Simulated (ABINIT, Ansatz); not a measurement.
# SrCl2 (Fm-3m): Raman and infrared activity, part 2 of 3

Which lines does SrCl2 (Fm-3m) show in Raman and infrared spectra?

ABINIT 10.8.3; DFT LDA, scalar-relativistic, plane waves, PseudoDojo norm-conserving pseudopotentials.

So far. Step 3 (Self-consistent run for the response): The cell stands at -0.24 GPa: the relaxation ran with a smoothed and higher cutoff and on another k mesh. Step 5 (Zone-centre response): The acoustic modes at Γ come out as far as 0.3 cm⁻¹ from zero, where they should vanish, a small numerical error; the Born charges miss their sum rule by 9.1e-4 e, which is good. The relaxed cell has a = 6.799 Å (conventional setting).

## (6) Modes with the sum rule

anaddb reads the merged derivatives, imposes the acoustic sum rule and charge neutrality, and adds the LO-TO term along chosen directions.

anaddb.abi

```
ddb_filepath "gamma_DDB"
output_file "anaddb.abo"
outdata_prefix "anaddb"
asr 1
chneut 1
enunit 2
eivec 1
nph1l 1
qph1l 0.0 0.0 0.0 1.0
dieflag 1
nph2l 3
qph2l 
    1.0 0.0 0.0 0.0
    0.0 0.0 1.0 0.0
    1.0 1.0 1.0 0.0
nlflag 1
ramansr 1
alphon 1
prtmbm 1
```

mrgddb.in

```
gamma_DDB
merged
3
dfpt_gammao_DS2_DDB
dfpt_gammao_DS3_DDB
gso_DDB
```

Run with:

```console
mrgddb < mrgddb.in > mrgddb.log
OMP_NUM_THREADS=1 anaddb anaddb.abi > anaddb.log
```

anaddb.abo, the main output file:

```text
[banners, grids, parts of the stress and lines that vanish by symmetry left out]
-outvars_anaddb: echo values of input variables ----------------------

 Flags :
[...]
Dielectric Tensor and Effective Charges
[...]
Effective charge tensors after
[...]
1          1       -0.000000000        0.000000000        0.000000000
[...]
1          2        0.000000000       -0.000000000       -0.000000000
[...]
1          3       -0.000000000       -0.000000000       -0.000000000
[...]
2          1        0.000000000       -0.000000000       -0.000000000
[...]
2          2        0.000000000       -0.000000000       -0.011427587
[...]
2          3       -0.000000000       -0.011427587        0.000000000
[...]
3          1        0.000000000        0.000000000       -0.000000000
[...]
3          2       -0.000000000        0.000000000        0.011427587
[...]
3          3        0.000000000        0.011427587       -0.000000000
[...]
Phonon wavevector (reduced coordinates) :  0.00000  0.00000  0.00000
 Phonon energies in Hartree :
[...]
Phonon energies in meV     :
-  0.000000E+00  0.000000E+00  0.000000E+00  1.926649E+01  1.926649E+01
-  1.926649E+01  2.375310E+01  2.375310E+01  2.375310E+01
 Phonon frequencies in cm-1    :
-  0.000000E+00  0.000000E+00  0.000000E+00  1.553947E+02  1.553947E+02
-  1.553947E+02  1.915816E+02  1.915816E+02  1.915816E+02
 Phonon frequencies in Thz     :
-  0.000000E+00  0.000000E+00  0.000000E+00  4.658617E+00  4.658617E+00
-  4.658617E+00  5.743473E+00  5.743473E+00  5.743473E+00
 Phonon energies in Kelvin  :
-  0.000000E+00  0.000000E+00  0.000000E+00  2.235784E+02  2.235784E+02
-  2.235784E+02  2.756432E+02  2.756432E+02  2.756432E+02
[...]
-  1  0.00000000E+00  0.00000000E+00  1.86024720E-03
-     0.00000000E+00  0.00000000E+00  0.00000000E+00
-  2  0.00000000E+00  0.00000000E+00  1.86024586E-03
-     0.00000000E+00  0.00000000E+00  0.00000000E+00
-  3  0.00000000E+00  0.00000000E+00  1.86024586E-03
-     0.00000000E+00  0.00000000E+00  0.00000000E+00
[...]
-  1  0.00000000E+00  1.86024720E-03  0.00000000E+00
-     0.00000000E+00  0.00000000E+00  0.00000000E+00
-  2  0.00000000E+00  1.86024586E-03  0.00000000E+00
-     0.00000000E+00  0.00000000E+00  0.00000000E+00
-  3  0.00000000E+00  1.86024586E-03  0.00000000E+00
-     0.00000000E+00  0.00000000E+00  0.00000000E+00
[...]
-  1  1.86024720E-03  0.00000000E+00  0.00000000E+00
-     0.00000000E+00  0.00000000E+00  0.00000000E+00
-  2  1.86024586E-03  0.00000000E+00  0.00000000E+00
-     0.00000000E+00  0.00000000E+00  0.00000000E+00
-  3  1.86024586E-03  0.00000000E+00  0.00000000E+00
-     0.00000000E+00  0.00000000E+00  0.00000000E+00
[...]
-  1  0.00000000E+00  0.00000000E+00 -1.67343319E-03
-     0.00000000E+00  0.00000000E+00  0.00000000E+00
[...]
-     0.00000000E+00  0.00000000E+00  0.00000000E+00
[...]
-     0.00000000E+00  0.00000000E+00  0.00000000E+00
[...]
-     0.00000000E+00  0.00000000E+00  0.00000000E+00
[...]
-     0.00000000E+00  0.00000000E+00  0.00000000E+00
[...]
-     1         -0.000000     0.000000     0.000001     0.000001
-     2         -0.000000     0.000001     0.000000     0.000001
-     3          0.000001    -0.000000     0.000000     0.000001
-     4         -0.000000    -0.000000    -2.762592     2.762592
-     5          0.000000    -2.762592    -0.000000     2.762592
-     6          2.762592    -0.000000     0.000000     2.762592
-     7         -0.000000     0.000000    -0.000000     0.000000
-     8         -0.000000    -0.000000    -0.000000     0.000000
-     9         -0.000000    -0.000000     0.000000     0.000000
[...]
-   1     Real    0.0000E+00  0.0000E+00  0.0000E+00  0.0000E+00  0.0000E+00  0.0000E+00  0.0000E+00
[...]
-   2     Real    0.0000E+00  0.0000E+00  0.0000E+00  0.0000E+00  0.0000E+00  0.0000E+00  0.0000E+00
[...]
-   3     Real    0.0000E+00  0.0000E+00  0.0000E+00  0.0000E+00  0.0000E+00  0.0000E+00  0.0000E+00
[...]
-   4     Real    0.0000E+00  0.0000E+00  8.6645E-05  0.0000E+00  0.0000E+00  0.0000E+00  8.6645E-05
[...]
-   5     Real    0.0000E+00  8.6645E-05  0.0000E+00  0.0000E+00  0.0000E+00  0.0000E+00  8.6645E-05
[...]
-   6     Real    8.6645E-05  0.0000E+00  0.0000E+00  0.0000E+00  0.0000E+00  0.0000E+00  8.6645E-05
[...]
-   7     Real    0.0000E+00  0.0000E+00  0.0000E+00  0.0000E+00  0.0000E+00  0.0000E+00  0.0000E+00
[...]
-   8     Real    0.0000E+00  0.0000E+00  0.0000E+00  0.0000E+00  0.0000E+00  0.0000E+00  0.0000E+00
[...]
-   9     Real    0.0000E+00  0.0000E+00  0.0000E+00  0.0000E+00  0.0000E+00  0.0000E+00  0.0000E+00
[...]
Phonon at Gamma, with non-analyticity in the
[...]
Phonon energies in Hartree :
[...]
Phonon energies in meV     :
-  0.000000E+00  0.000000E+00  0.000000E+00  1.926649E+01  1.926649E+01
[...]
Phonon frequencies in cm-1    :
[...]
Phonon frequencies in Thz     :
[...]
Phonon energies in Kelvin  :
[...]
-         0.000000025      -0.000000000      -0.001463868
-        -0.000000032      -0.001463868       0.000000000
[...]
Phonon at Gamma, with non-analyticity in the
[...]
Phonon energies in Hartree :
[...]
Phonon energies in meV     :
-  0.000000E+00  0.000000E+00  0.000000E+00  1.926649E+01  1.926649E+01
-  2.375310E+01  2.375310E+01  2.375310E+01  2.927764E+01
 Phonon frequencies in cm-1    :
-  0.000000E+00  0.000000E+00  0.000000E+00  1.553947E+02  1.553947E+02
-  1.915816E+02  1.915816E+02  1.915816E+02  2.361401E+02
 Phonon frequencies in Thz     :
-  0.000000E+00  0.000000E+00  0.000000E+00  4.658617E+00  4.658617E+00
-  5.743473E+00  5.743473E+00  5.743473E+00  7.079302E+00
 Phonon energies in Kelvin  :
-  0.000000E+00  0.000000E+00  0.000000E+00  2.235784E+02  2.235784E+02
-  2.756432E+02  2.756432E+02  2.756432E+02  3.397529E+02
[...]
-  1  0.00000000E+00  0.00000000E+00  1.86024686E-03
-     0.00000000E+00  0.00000000E+00  0.00000000E+00
-  2  0.00000000E+00  0.00000000E+00  1.86024628E-03
-     0.00000000E+00  0.00000000E+00  0.00000000E+00
[...]
-     0.00000000E+00  0.00000000E+00  0.00000000E+00
[...]
-     0.00000000E+00  0.00000000E+00  0.00000000E+00
[...]
Phonon at Gamma, with non-analyticity in the
[...]
Phonon energies in Hartree :
[...]
Phonon energies in meV     :
-  0.000000E+00  0.000000E+00  0.000000E+00  1.926649E+01  1.926649E+01
[...]
Phonon frequencies in cm-1    :
-  0.000000E+00  0.000000E+00  0.000000E+00  1.553947E+02  1.553947E+02
[...]
Phonon frequencies in Thz     :
-  0.000000E+00  0.000000E+00  0.000000E+00  4.658617E+00  4.658617E+00
[...]
Phonon energies in Kelvin  :
-  0.000000E+00  0.000000E+00  0.000000E+00  2.235784E+02  2.235784E+02
[...]
-  2  2.78150787E-03  0.00000000E+00  0.00000000E+00
[...]
-  3 -2.78150787E-03  0.00000000E+00  0.00000000E+00
[...]
-         0.000000013      -0.000000000      -0.001463868
-        -0.000000024      -0.001463868       0.000000000
[...]
Direction                     Dielectric constant
[...]
0.00000   0.00000   1.00000      7.22477232
   1.00000   1.00000   1.00000      7.22477232
-
```

Wall time 1.2 s (1 thread of Arm Neoverse V1, shared host).

Read from the output:

| Property | Result |
| --- | --- |
| mean static dielectric constant | 7.225 |
| highest mode moved by the LO-TO term | 236.1 cm⁻¹ |

No LO-TO term; unit eigenvectors of the mass-weighted matrix, from anaddb's displacements. The modes at Γ (shares of kinetic energy by element, %):

| mode | frequency (cm⁻¹) | symmetry | Sr % | Cl % |
| --- | --- | --- | --- | --- |
| 1 | 0.0 | acoustic | 55 | 45 |
| 2 | 0.0 | acoustic | 55 | 45 |
| 3 | 0.0 | acoustic | 55 | 45 |
| 4 | 155.4 | T1u | 45 | 55 |
| 5 | 155.4 | T1u | 45 | 55 |
| 6 | 155.4 | T1u | 45 | 55 |
| 7 | 191.6 | T2g | 0 | 100 |
| 8 | 191.6 | T2g | 0 | 100 |
| 9 | 191.6 | T2g | 0 | 100 |

Displacements in mode 4 (155.4 cm⁻¹), the largest set to 1:
```
Sr1  0.00  0.00 -0.81
Cl2  0.00  0.00  1.00
Cl3  0.00  0.00  1.00
```

Displacements in mode 7 (191.6 cm⁻¹), the largest set to 1:
```
Sr1  0.00  0.00  0.00
Cl2  0.00  0.00  1.00
Cl3  0.00  0.00 -1.00
```

Trace of the oscillator strength, degenerate modes summed. Lines of the infrared spectrum (strongest = 100):

| position (cm⁻¹) | lines merged | IR intensity, relative |
| --- | --- | --- |
| 155 | 3 | 100 |
| 192 | 3 | 0.0 |

From anaddb's Raman susceptibilities, degenerate modes summed; transverse modes, the longitudinal lines of polar modes are not listed. Raman lines, with heights relative to the strongest:

| position (cm⁻¹) | lines merged | Raman activity (Å⁴/amu), powder, relative |
| --- | --- | --- |
| 155 | 3 | 0.0 |
| 192 | 3 | 100 |

Static dielectric tensor (ions relaxed, fixed cell):

```
7.22 0.00 0.00
0.00 7.22 0.00
0.00 0.00 7.22
```

The rule moves no optical mode by more than 0.1 cm⁻¹.

(Part 2 of 3 ends here.)

[Host names and launcher messages were left out of these logs when they were recorded.]

[Logs are printed without paths, hosts, clocks, repeated set-up lines and the standing remarks that a program may print on its own settings, such as how far it seeks lower states.]

[Hosts, paths, dates, database ids (printed as entryN), source tags and the programs' standing remarks are cut or masked in the printed files.]
